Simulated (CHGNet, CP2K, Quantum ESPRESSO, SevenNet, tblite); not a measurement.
# Bulk modulus two ways: glassy 43SiO2-23Al2O3-34BaO (mol %) (109 atoms), CP2K double zeta, PBEsol

The cell holds 109 atoms (15 Si, 16 Al, 12 Ba and 66 O). Recipe: 109 atoms (15 Si, 16 Al, 12 Ba, 66 O) placed at random at 3.69 g/cm³, melted at 4000 K for 10 ps at fixed volume with the Morse and Coulomb pair potential with partial charges (Pedone, Malavasi, Menziani, Cormack and Segre, J. Phys. Chem. B 110, 11780 (2006)). Quenched from 4000 K to 300 K at 50 K/ps and fixed volume, held 10 ps at zero pressure. Then the atoms were relaxed with SevenNet 0 in the fixed cell.

Calculated with CP2K 2026.2: PBEsol; DZVP-MOLOPT-SR, GTH-PBE potentials, 600 Ry; k-points Γ. The cell is scaled evenly by ±3 % in volume, and SevenNet 0 relaxes the atoms at each volume before the single point.

```
volume (Å³/atom)  energy less the middle row's (meV/atom)  pressure (GPa)
          13.968                                    3.078           2.869
          14.400                                    0.000           0.832
          14.832                                    0.974          -0.909
```

**Question.** Find the bulk modulus at the middle volume from the pressures and from the energies, and check the printed pressure against the slope of the energy (1 meV/Å³ = 0.16022 GPa).

**Working.**

The step is h = 0.4320 Å³. From pressures: B = −V dP/dV = 14.400 × (2.869 − (-0.909)) / (2 × 0.4320) = 63.0 GPa.

From energies: B = V d²E/dV² = 14.400 × (3.078 + (0.974)) / 0.4320² = 312.7 meV/Å³ = 50.1 GPa.

Slope: P = −dE/dV = −(0.974 − (3.078)) / (2 × 0.4320) = 2.43 meV/Å³ = 0.39 GPa, against 0.83 GPa printed.

The modulus from energies lies 20 % under that from pressures.

A central difference over ±3 % overstates P by about B(1 + B′)(0.03)²/6, some 0.05 GPa for B′ = 4, which is small against the gap found. The atoms follow SevenNet 0, so this level's forces do work along the path, which enters the energies but not the printed pressures.

Limits: three points, a static cell at zero temperature, the cell shape held; the modulus is that at 0.8 GPa, not at zero pressure.

[Logs are printed without paths, hosts, clocks, repeated set-up lines and the standing remarks that a program may print on its own settings, such as how far it seeks lower states.]

[Hosts, paths, dates, database ids (printed as entryN), source tags and the programs' standing remarks are cut or masked in the printed files.]
